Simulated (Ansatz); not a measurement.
Planning a run of Ansatz 0.2.0 on BaWO4 (I4_1/a). The input:

```yaml
crystal:
  lattice:
    - [-2.833365905, 2.833365905, 6.36926687]
    - [2.833365905, -2.833365905, 6.36926687]
    - [2.833365905, 2.833365905, -6.36926687]
  atoms:
    - { symbol: Ba, position: [0.25, 0.75, 0.5] }
    - { symbol: Ba, position: [0.5, 0.5, 0.0] }
    - { symbol: W, position: [0.75, 0.25, 0.5] }
    - { symbol: W, position: [0.0, 0.0, 0.0] }
    - { symbol: O, position: [0.15214477, 0.04689186, 0.35623995] }
    - { symbol: O, position: [0.69065191, 0.79590482, 0.64376005] }
    - { symbol: O, position: [0.05934809, 0.45409518, 0.85623995] }
    - { symbol: O, position: [0.54590482, 0.40214477, 0.60525291] }
    - { symbol: O, position: [0.20409518, 0.84785523, 0.89474709] }
    - { symbol: O, position: [0.95310814, 0.30934809, 0.10525291] }
    - { symbol: O, position: [0.79689186, 0.94065191, 0.39474709] }
    - { symbol: O, position: [0.59785523, 0.20310814, 0.14376005] }
kpoints:
  mp_grid: { grid: [4, 4, 4] }
hamiltonian:
  xc: r2scan
scf:
  occupations: { method: fixed }
gw:
  n_empty_bands: 478
  ecut_chi: 102
  qp_bands: [v4, c4]
  qp_kpoints: band_edges
  screening: { model: contour_deformation }
```

```sh
ansatz run input.yaml --threads 3 --pin off --max-ram 92160MiB --backend cuda --events-out ev --progress --plain --runs-dir out --devices 1 --max-vram 13GiB
```

Estimate wall time and host memory on 1 × NVIDIA H100 80GB HBM3 (shared by 6 runs) with 3 threads of AMD EPYC 7R13 (Zen 3), shared host.

It took 2.1 min; on shared hardware allow 62 s to 4.2 min. Peak host memory was 2.8 GiB. The sizes that set the cost: 5199 plane waves a state, 14 irreducible k points, 526 bands summed, 471 plane waves in the screening and 7 SCF cycles.

The screening grows as filled bands × empty bands × pairs of k points, times the square of the screening basis for the matrix.

[Paths, hosts, dates, memory and timing lines, banners, echoed tables and standing remarks are left out of the program output.]

[Logs are printed without paths, hosts, clocks, repeated set-up lines and the standing remarks that a program may print on its own settings, such as how far it seeks lower states.]

[Runs of the session that timed out or met a known fault of the program may be left out.]

[Cells called generated may have been cut or substituted from an entry of the Crystallography Open Database or the Materials Project.]

[Hosts, paths, dates, database ids (printed as entryN), source tags and the programs' standing remarks are cut or masked in the printed files.]
